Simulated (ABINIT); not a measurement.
# A GW chain in ABINIT: AgCl (Fm-3m)

Aim: the G0W0 gap of AgCl (Fm-3m) on PBE with spin-orbit coupling, step by step.

Method: PBE and many-body steps on it, plane waves, in ABINIT 10.8.3.

### Step 1. The starting structure

It takes space group Fm-3m (No. 225, cubic). The conventional cell has a = 5.597 Å, b = 5.597 Å, c = 5.597 Å, α = 90.00°, β = 90.00°, γ = 90.00°. Ag has 6 Cl at 2.80 Å nearest. Cl has 6 Ag at 2.80 Å nearest. Farther neighbours, and contacts between anions beyond the nearest, are not listed.

 The runs that relaxed it are not among those shown.

### Step 2. Ground state

This step: ABINIT 10.8.3; DFT, PBE with spin-orbit coupling, plane waves, norm-conserving pseudopotentials.

The ground-state density comes first.

Input file run.abi:

```
acell 3*1.0 Angstrom
rprim 
  0.000000000000 2.798500000000 2.798500000000
  2.798500000000 0.000000000000 2.798500000000
  2.798500000000 2.798500000000 0.000000000000
ntypat 2
znucl 47 17
natom 2
typat 1 2
xred 
  0.000000000000 0.000000000000 0.000000000000
  0.500000000000 0.500000000000 0.500000000000
pp_dirpath "pseudos"
pseudos "Ag.upf, Cl.upf"
ecut 37
nspinor 2
ngkpt 6 6 6
nshiftk 1
shiftk 0 0 0
kptopt 1
chksymbreak 0
nband 36
occopt 1
tolvrs 1e-10
nstep 60
prtwf 0
optforces 0
optstress 0
indata_prefix "in"
outdata_prefix "out"
tmpdata_prefix "tmp"
```

Started as:

```console
$ OMP_NUM_THREADS=1 mpirun -n 8 abinit run.abi > log
```

Output:

```text
.Version 10.8.3 of ABINIT. v10.8.2 released Aug 2026.

 Symmetries : space group Fm -3 m (#225); Bravais cF (face-center cubic)
================================================================================
 Values of the parameters that define the memory need of the present run
     intxc =       0    ionmov =       0      iscf =       7    lmnmax =      16
     lnmax =      16     mgfft =      45  mpssoang =       5    mqgrid =    3001
     natom =       2  nloc_mem =       1    nspden =       1   nspinor =       2
    nsppol =       1      nsym =      48    n1xccc =    2501    ntypat =       2
    occopt =       1   xclevel =       2
-    mband =          36        mffmem =           1         mkmem =           2
       mpw =        3218          nfft =       91125          nkpt =          16
================================================================================
  Rough estimation (10% accuracy) of disk space for files :
================================================================================

--------------------------------------------------------------------------------
------------- Echo of variables that govern the present computation ------------
--------------------------------------------------------------------------------
 -outvars: echo values of preprocessed input variables --------
            acell      1.8897261259E+00  1.8897261259E+00  1.8897261259E+00 Bohr

      chksymbreak           0
             ecut      3.70000000E+01 Hartree
-          fftalg         312

              ixc     -101130
              kpt      0.00000000E+00  0.00000000E+00  0.00000000E+00
                       1.66666667E-01  0.00000000E+00  0.00000000E+00
                       3.33333333E-01  0.00000000E+00  0.00000000E+00
                       5.00000000E-01  0.00000000E+00  0.00000000E+00
                       1.66666667E-01  1.66666667E-01  0.00000000E+00
                       3.33333333E-01  1.66666667E-01  0.00000000E+00
                       5.00000000E-01  1.66666667E-01  0.00000000E+00
                      -3.33333333E-01  1.66666667E-01  0.00000000E+00
                      -1.66666667E-01  1.66666667E-01  0.00000000E+00
   [... 5 further rows ...]
                      -3.33333333E-01  3.33333333E-01  1.66666667E-01
                      -3.33333333E-01  5.00000000E-01  1.66666667E-01
         kptrlatt        6    0    0      0    6    0      0    0    6
          kptrlen      4.48735498E+01
P           mkmem           2
            natom           2
            nband          36
            ngfft          45      45      45
             nkpt          16
          nspinor           2
            nstep          60
             nsym          48
           ntypat           2
              occ      1.000000  1.000000  1.000000  1.000000  1.000000  1.000000
                       1.000000  1.000000  1.000000  1.000000  1.000000  1.000000
                       1.000000  1.000000  1.000000  1.000000  1.000000  1.000000
                       1.000000  1.000000  1.000000  1.000000  1.000000  1.000000
                       1.000000  1.000000  0.000000  0.000000  0.000000  0.000000
                       0.000000  0.000000  0.000000  0.000000  0.000000  0.000000
        optforces           0
        optstress           0
            prtwf           0
            rprim      0.0000000000E+00  2.7985000000E+00  2.7985000000E+00
[...]
spgroup         225

           tolvrs      1.00000000E-10

             xred      0.0000000000E+00  0.0000000000E+00  0.0000000000E+00
[...]
znucl       47.00000   17.00000

================================================================================

 chkinp: Checking input parameters for consistency.

================================================================================
== DATASET  1 ==================================================================
-   mpi_nproc: 8, omp_nthreads: 1 (-1 if OMP is not activated)

--- !DatasetInfo
iteration_state: {dtset: 1, }
dimensions: {natom: 2, nkpt: 16, mband: 36, nsppol: 1, nspinor: 2, nspden: 1, mpw: 3218, }
cutoff_energies: {ecut:  37.0, pawecutdg:  -1.0, }
electrons: {nelect:   2.60000000E+01, charge:   0.00000000E+00, occopt:   1.00000000E+00, tsmear:   1.00000000E-02, }

 Real(R)+Recip(G) space primitive vectors, cartesian coordinates (Bohr,Bohr^-1):
 R(1)=  0.0000000  5.2883986  5.2883986  G(1)= -0.0945466  0.0945466  0.0945466
 R(2)=  5.2883986  0.0000000  5.2883986  G(2)=  0.0945466 -0.0945466  0.0945466
 R(3)=  5.2883986  5.2883986  0.0000000  G(3)=  0.0945466  0.0945466 -0.0945466
 Unit cell volume ucvol=  2.9580297E+02 bohr^3
 Angles (23,13,12)=  6.00000000E+01  6.00000000E+01  6.00000000E+01 degrees

 getcut: wavevector=  0.0000  0.0000  0.0000  ngfft=  45  45  45
         ecut(hartree)=     37.000   => boxcut(ratio)=   2.14856

--- Pseudopotential description ------------------------------------------------
- Ag Generated using ONCVPSP code by D. R. Hamann
- 47.00000  19.00000  180423                  znucl, zion, pspdat
12 -101130 2 -1 1538                          pspcod,pspxc,lmax,lloc,mmax
     nproj     2     4     3     0
     spin-orbit psp
        nprojso     4     3     0
  pspatm : epsatm=   27.57090862
         --- l  ekb(1:nproj) -->
[...]
1    3.421747   -0.133403   -0.005404    0.000059
             2   -1.590543   -0.389496   -0.000033
  spin-orbit 1    0.378644   -0.145753    0.014436   -0.000735
  spin-orbit 2    0.045013    0.011481   -0.000579
 pspatm: atomic psp has been read  and splines computed

- Cl Generated using ONCVPSP code by D. R. Hamann
- 17.00000   7.00000  180423                  znucl, zion, pspdat
12 -101130 2 -1 1028                          pspcod,pspxc,lmax,lloc,mmax
     nproj     2     3     2     0
     spin-orbit psp
        nprojso     3     4     0
  pspatm : epsatm=    9.13178236
         --- l  ekb(1:nproj) -->
[...]
1    3.824209    1.109357    0.000464
             2   -2.938426   -0.805416
  spin-orbit 1    0.132832   -0.034678    0.012887
  spin-orbit 2    0.001681    0.000419   -0.000137   -0.000027
 pspatm: atomic psp has been read  and splines computed

   9.54269965E+02                                ecore*ucvol(ha*bohr**3)
--------------------------------------------------------------------------------

_setup2: Arith. and geom. avg. npw (full set) are    3181.940    3181.927

================================================================================

--- !BeginCycle
iteration_state: {dtset: 1, }
solver: {iscf: 7, nstep: 60, nline: 4, wfoptalg: 0, }
tolerances: {tolvrs: 1.00E-10, }

     iter   Etot(hartree)      deltaE(h)  residm     vres2
 ETOT  1  -171.24170224606    -1.712E+02 1.741E-01 1.167E+02
 ETOT  2  -171.43037470372    -1.887E-01 2.537E-02 2.710E+01
 ETOT  3  -171.43312230076    -2.748E-03 3.316E-03 5.222E-01
 ETOT  4  -171.43314423440    -2.193E-05 1.289E-03 1.706E-01
 ETOT  5  -171.43316332976    -1.910E-05 2.379E-04 3.582E-02
 ETOT  6  -171.43316823245    -4.903E-06 3.255E-04 2.754E-04
 ETOT  7  -171.43316825080    -1.834E-08 1.330E-04 4.690E-06
 ETOT  8  -171.43316825114    -3.408E-10 3.886E-04 3.510E-08
 ETOT  9  -171.43316825114     0.000E+00 2.011E-04 4.198E-10
 ETOT 10  -171.43316825114    -5.969E-13 5.727E-04 2.890E-12

 At SCF step   10       vres2   =  2.89E-12 < tolvrs=  1.00E-10 =>converged.

--- !ResultsGS
iteration_state: {dtset: 1, }
comment   : Summary of ground state results
lattice_vectors:
- [  0.0000000,   5.2883986,   5.2883986, ]
- [  5.2883986,   0.0000000,   5.2883986, ]
- [  5.2883986,   5.2883986,   0.0000000, ]
lattice_lengths: [   7.47892,    7.47892,    7.47892, ]
lattice_angles: [ 60.000,  60.000,  60.000, ] # degrees, (23, 13, 12)
lattice_volume:   2.9580297E+02
convergence: {deltae: -5.969E-13, res2:  2.890E-12, residm:  5.727E-04, diffor:  0.000E+00, }
etotal    :  -1.71433168E+02
entropy   :   0.00000000E+00
fermie    :   1.59969902E-01
cartesian_stress_tensor: null
pressure_GPa: null
xred      :
- [  0.0000E+00,   0.0000E+00,   0.0000E+00, Ag]
- [  5.0000E-01,   5.0000E-01,   5.0000E-01, Cl]
cartesian_forces: null
force_length_stats: {min: null, max: null, mean: null, }

 Integrated electronic density in atomic spheres:
 ------------------------------------------------
 Atom  Sphere_radius  Integrated_density
    1        2.00000         16.36270043
    2        2.00000          5.02154092
================================================================================

 ----iterations are completed or convergence reached----

 Mean square residual over all n,k,spin=   11.990E-07; max=  57.271E-05
 reduced coordinates (array xred) for    2 atoms
       0.000000      0.000000      0.000000
       0.500000      0.500000      0.500000
 rms dE/dt=  0.0000E+00; max dE/dt=  0.0000E+00; dE/dt below (all hartree)
    1       0.000000      0.000000      0.000000
    2       0.000000      0.000000      0.000000

 cartesian coordinates (angstrom) at end:
    1      0.000000     0.000000     0.000000
    2      2.798500     2.798500     2.798500
 length scales=  1.889726  1.889726  1.889726 bohr
              =  1.000000  1.000000  1.000000 angstroms
 prteigrs : about to open file out_EIG
 Fermi (or HOMO) energy (hartree) =   0.15997   Average Vxc (hartree)=  -0.37070
 Eigenvalues (hartree) for nkpt=  16  k points:
 kpt#   1, nband= 36, wtk=  0.00463, kpt=  0.0000  0.0000  0.0000 (reduced coord)
  -3.13465   -3.13465   -1.92404   -1.92404   -1.73732   -1.73732   -1.73732   -1.73732
  -0.39147   -0.39147    0.06135    0.06135    0.06135    0.06135    0.07390    0.07390
   0.07923    0.07923    0.07923    0.07923    0.08032    0.08032    0.08130    0.08130
   0.08130    0.08130    0.19231    0.19231    0.55145    0.55145    0.55145    0.55145
   0.55405    0.55405    0.61644    0.61948
 prteigrs : prtvol=0 or 1, do not print more k-points.

--- !EnergyTerms
iteration_state     : {dtset: 1, }
comment             : Components of total free energy in Hartree
kinetic             :  5.890088E+01
hartree             :  5.104148E+01
xc                  : -2.766591E+01
Ewald energy        : -1.025671E+02
psp_core            :  3.226032E+00
local_psp           : -1.545603E+02
non_local_psp       :  1.917688E-01
total_energy        : -1.714332E+02
total_energy_eV     : -4.664934E+03
band_energy         : -1.672391E+01

== END DATASET(S) ==============================================================
================================================================================

 -outvars: echo values of variables after computation  --------
           etotal     -1.7143316825E+02
            nband          36
             nkpt          16
          spgroup         225
 [... the other variables as echoed above ...]

 Calculation completed.
```

It took 18 s on 8 MPI ranks of AMD EPYC 9R45, shared host; peak memory 0.74 GiB.

This step gave:

```
total energy               : -4664.9342 eV
gap                        : 0.8800 eV
k of the valence top       : 0.5, 0, 0
k of the conduction bottom : 0, 0, 0
least direct gap           : 3.021 eV
```

The gap is indirect, with the least direct gap 2.14 eV higher.

### Step 3. Bands along the symmetry lines

The cheap functional maps the bands first; the places of the edges decide which points the dearer methods must see.

Input file run.abi:

```
acell 3*1.0 Angstrom
rprim 
  0.000000000000 2.798500000000 2.798500000000
  2.798500000000 0.000000000000 2.798500000000
  2.798500000000 2.798500000000 0.000000000000
ntypat 2
znucl 47 17
natom 2
typat 1 2
xred 
  0.000000000000 0.000000000000 0.000000000000
  0.500000000000 0.500000000000 0.500000000000
pp_dirpath "pseudos"
pseudos "Ag.upf, Cl.upf"
ecut 37
nspinor 2
iscf -2
irdden 1
kptopt 0
nkpt 26
kpt 
  0.00000000 0.00000000 0.00000000
  0.12500000 0.00000000 0.12500000
  0.25000000 0.00000000 0.25000000
  0.37500000 0.00000000 0.37500000
  0.50000000 0.00000000 0.50000000
  0.53125000 0.06250000 0.53125000
  0.56250000 0.12500000 0.56250000
  0.59375000 0.18750000 0.59375000
  0.62500000 0.25000000 0.62500000
  0.37500000 0.37500000 0.75000000
  0.28125000 0.28125000 0.56250000
  0.18750000 0.18750000 0.37500000
  0.09375000 0.09375000 0.18750000
  0.00000000 0.00000000 0.00000000
  0.12500000 0.12500000 0.12500000
  0.25000000 0.25000000 0.25000000
  0.37500000 0.37500000 0.37500000
  0.50000000 0.50000000 0.50000000
  0.50000000 0.43750000 0.56250000
  0.50000000 0.37500000 0.62500000
  0.50000000 0.31250000 0.68750000
  0.50000000 0.25000000 0.75000000
  0.50000000 0.18750000 0.68750000
  0.50000000 0.12500000 0.62500000
  0.50000000 0.06250000 0.56250000
  0.50000000 0.00000000 0.50000000
istwfk *1
nband 42
nbdbuf 6
tolwfr 1e-08
nstep 40
prtwf 0
prtvol 0
indata_prefix "in"
outdata_prefix "out"
tmpdata_prefix "tmp"
```

Output:

```text
.Version 10.8.3 of ABINIT. v10.8.2 released Aug 2026.

 Symmetries : space group Fm -3 m (#225); Bravais cF (face-center cubic)
[... echo of the input left out ...]
== DATASET  1 ==================================================================
-   mpi_nproc: 8, omp_nthreads: 1 (-1 if OMP is not activated)

--- !DatasetInfo
iteration_state: {dtset: 1, }
dimensions: {natom: 2, nkpt: 26, mband: 42, nsppol: 1, nspinor: 2, nspden: 1, mpw: 3218, }
cutoff_energies: {ecut:  37.0, pawecutdg:  -1.0, }
electrons: {nelect:   2.60000000E+01, charge:   0.00000000E+00, occopt:   1.00000000E+00, tsmear:   1.00000000E-02, }

 Real(R)+Recip(G) space primitive vectors, cartesian coordinates (Bohr,Bohr^-1):
 R(1)=  0.0000000  5.2883986  5.2883986  G(1)= -0.0945466  0.0945466  0.0945466
 R(2)=  5.2883986  0.0000000  5.2883986  G(2)=  0.0945466 -0.0945466  0.0945466
 R(3)=  5.2883986  5.2883986  0.0000000  G(3)=  0.0945466  0.0945466 -0.0945466
 Unit cell volume ucvol=  2.9580297E+02 bohr^3
 Angles (23,13,12)=  6.00000000E+01  6.00000000E+01  6.00000000E+01 degrees

 getcut: wavevector=  0.0000  0.0000  0.0000  ngfft=  45  45  45
         ecut(hartree)=     37.000   => boxcut(ratio)=   2.14856

--- Pseudopotential description ------------------------------------------------
- Ag Generated using ONCVPSP code by D. R. Hamann
- 47.00000  19.00000  180423                  znucl, zion, pspdat
12 -101130 2 -1 1538                          pspcod,pspxc,lmax,lloc,mmax
     nproj     2     4     3     0
     spin-orbit psp
        nprojso     4     3     0
  pspatm : epsatm=   27.57090862
         --- l  ekb(1:nproj) -->
             0   -0.417598    9.560282
             1    3.421747   -0.133403   -0.005404    0.000059
             2   -1.590543   -0.389496   -0.000033
  spin-orbit 1    0.378644   -0.145753    0.014436   -0.000735
  spin-orbit 2    0.045013    0.011481   -0.000579
 pspatm: atomic psp has been read  and splines computed

- Cl Generated using ONCVPSP code by D. R. Hamann
- 17.00000   7.00000  180423                  znucl, zion, pspdat
12 -101130 2 -1 1028                          pspcod,pspxc,lmax,lloc,mmax
     nproj     2     3     2     0
     spin-orbit psp
        nprojso     3     4     0
  pspatm : epsatm=    9.13178236
         --- l  ekb(1:nproj) -->
             0    0.698550    8.138938
             1    3.824209    1.109357    0.000464
             2   -2.938426   -0.805416
  spin-orbit 1    0.132832   -0.034678    0.012887
  spin-orbit 2    0.001681    0.000419   -0.000137   -0.000027
 pspatm: atomic psp has been read  and splines computed

--------------------------------------------------------------------------------

================================================================================
 prteigrs : about to open file out_EIG
 Non-SCF case, kpt    1 (  0.00000  0.00000  0.00000), residuals and eigenvalues=
[...]
Non-SCF case, kpt    2 (  0.12500  0.00000  0.12500), residuals and eigenvalues=
[...]
9.04E-05  6.81E-04
[...]
Non-SCF case, kpt    3 (  0.25000  0.00000  0.25000), residuals and eigenvalues=
[...]
5.86E-05  1.39E-03
[...]
Non-SCF case, kpt   25 (  0.50000  0.06250  0.56250), residuals and eigenvalues=
[...]
Non-SCF case, kpt   26 (  0.50000  0.00000  0.50000), residuals and eigenvalues=
[...]
4.7255E-01  4.7255E-01  5.7068E-01  5.7068E-01  5.8265E-01  5.8265E-01
  6.9788E-01  6.9788E-01  6.9799E-01  6.9799E-01  7.1119E-01  7.1121E-01

--- !ResultsGS
iteration_state: {dtset: 1, }
comment   : Summary of ground state results
lattice_vectors:
- [  0.0000000,   5.2883986,   5.2883986, ]
- [  5.2883986,   0.0000000,   5.2883986, ]
- [  5.2883986,   5.2883986,   0.0000000, ]
lattice_lengths: [   7.47892,    7.47892,    7.47892, ]
lattice_angles: [ 60.000,  60.000,  60.000, ] # degrees, (23, 13, 12)
lattice_volume:   2.9580297E+02
convergence: {deltae:  0.000E+00, res2:  0.000E+00, residm:  9.995E-09, diffor:  0.000E+00, }
etotal    :  -1.71433168E+02
entropy   :   0.00000000E+00
fermie    :   1.59969902E-01
cartesian_stress_tensor: null
pressure_GPa: null
xred      :
- [  0.0000E+00,   0.0000E+00,   0.0000E+00, Ag]
- [  5.0000E-01,   5.0000E-01,   5.0000E-01, Cl]
cartesian_forces: null
force_length_stats: {min: null, max: null, mean: null, }

 Integrated electronic density in atomic spheres:
 ------------------------------------------------
 Atom  Sphere_radius  Integrated_density
    1        2.00000         16.36270043
    2        2.00000          5.02154092
================================================================================

 ----iterations are completed or convergence reached----

 Mean square residual over all n,k,spin=   50.922E-10; max=  99.948E-10
 reduced coordinates (array xred) for    2 atoms
       0.000000      0.000000      0.000000
       0.500000      0.500000      0.500000

 cartesian coordinates (angstrom) at end:
    1      0.000000     0.000000     0.000000
    2      2.798500     2.798500     2.798500
 length scales=  1.889726  1.889726  1.889726 bohr
              =  1.000000  1.000000  1.000000 angstroms
 prteigrs : about to open file out_EIG
 Eigenvalues (hartree) for nkpt=  26  k points:
 kpt#   1, nband= 42, wtk=  1.00000, kpt=  0.0000  0.0000  0.0000 (reduced coord)
[...]
kpt#   2, nband= 42, wtk=  1.00000, kpt=  0.1250  0.0000  0.1250 (reduced coord)
[...]
kpt#   3, nband= 42, wtk=  1.00000, kpt=  0.2500  0.0000  0.2500 (reduced coord)
[...]
kpt#  25, nband= 42, wtk=  1.00000, kpt=  0.5000  0.0625  0.5625 (reduced coord)
[...]
0.72161    0.72161
 kpt#  26, nband= 42, wtk=  1.00000, kpt=  0.5000  0.0000  0.5000 (reduced coord)
[...]
0.09917    0.09917    0.24752    0.24752    0.45283    0.45283    0.47255    0.47255
   0.57068    0.57068    0.58265    0.58265    0.69788    0.69788    0.69799    0.69799
   0.71119    0.71121

== END DATASET(S) ==============================================================
================================================================================

 -outvars: echo values of variables after computation  --------
            nband          42
             nkpt          26
          spgroup         225
 [... the other variables as echoed above ...]

 Calculation completed.
```

Wall time 19 s (8 MPI ranks); peak memory 0.69 GiB.

This step gave:

| Property | Result |
| --- | --- |
| gap | 0.8800 eV |
| k of the valence top | 0.5, 0.5, 0.5 |
| k of the conduction bottom | 0, 0, 0 |
| least direct gap | 3.021 eV |

The gap is 0.880 eV, as in the run before at this level.

Electronic bands along the path, in eV, zero at the top of the highest filled band:

```
    point  band 23  band 24  band 25  band 26  band 27  band 28  band 29  band 30
        Γ    -2.14    -2.14    -2.14    -2.14     0.88     0.88    10.65    10.65
  halfway    -1.60    -1.60    -1.25    -1.25     3.33     3.33     7.33     7.33
        X    -1.74    -1.74    -1.65    -1.65     2.38     2.38     7.97     7.97
  halfway    -1.62    -1.62    -1.59    -1.59     2.73     2.73     7.81     7.81
        U    -1.51    -1.51    -1.00    -1.00     3.57     3.57     7.20     7.20
jump to K    -1.51    -1.51    -1.00    -1.00     3.57     3.57     7.20     7.20
  halfway    -1.60    -1.60    -0.25    -0.25     3.68     3.68     7.25     7.25
        Γ    -2.14    -2.14    -2.14    -2.14     0.88     0.88    10.65    10.65
  halfway    -0.79    -0.79    -0.76    -0.76     2.87     2.87     7.74     7.74
        L    -0.04    -0.04     0.00     0.00     4.26     4.26     6.35     6.35
  halfway    -0.95    -0.95    -0.47    -0.47     4.87     4.87     5.66     5.66
        W    -1.70    -1.70    -1.11    -1.11     4.12     4.12     7.74     7.74
  halfway    -1.71    -1.71    -1.37    -1.37     3.07     3.07     7.80     7.80
        X    -1.74    -1.74    -1.65    -1.65     2.38     2.38     7.97     7.97
```

(Continued in part 2 of 2.)

[Long decimals in the printed logs are rounded to 6 places.]

[Logs are printed without paths, hosts, clocks, repeated set-up lines and the standing remarks that a program may print on its own settings, such as how far it seeks lower states.]

[Paths, hosts, dates, memory and timing lines, banners, echoed tables and standing remarks are left out of the program output; an Ansatz launch command may be rebuilt from the run's recorded settings. Measured values are a selection of at most five: reports struck by readers or far from the other reports are left out. None is set beside runs whose start may be inverted or whose files or cutoffs have a known fault.]

[Runs of the session that timed out or met a known fault of the program may be left out.]

[Hosts, paths, dates, database ids (printed as entryN), source tags and the programs' standing remarks are cut or masked in the printed files.]

[G0W0 gaps are taken among the corrected bands and points alone; a level outside them can change the order at an edge.]

[Where Ansatz stands beside ABINIT at settings called matched, ABINIT's density can come from a denser mesh and the files from another edition; pairs whose starting gaps differed by over 0.03 eV were left out, so agreement reads better than it is.]
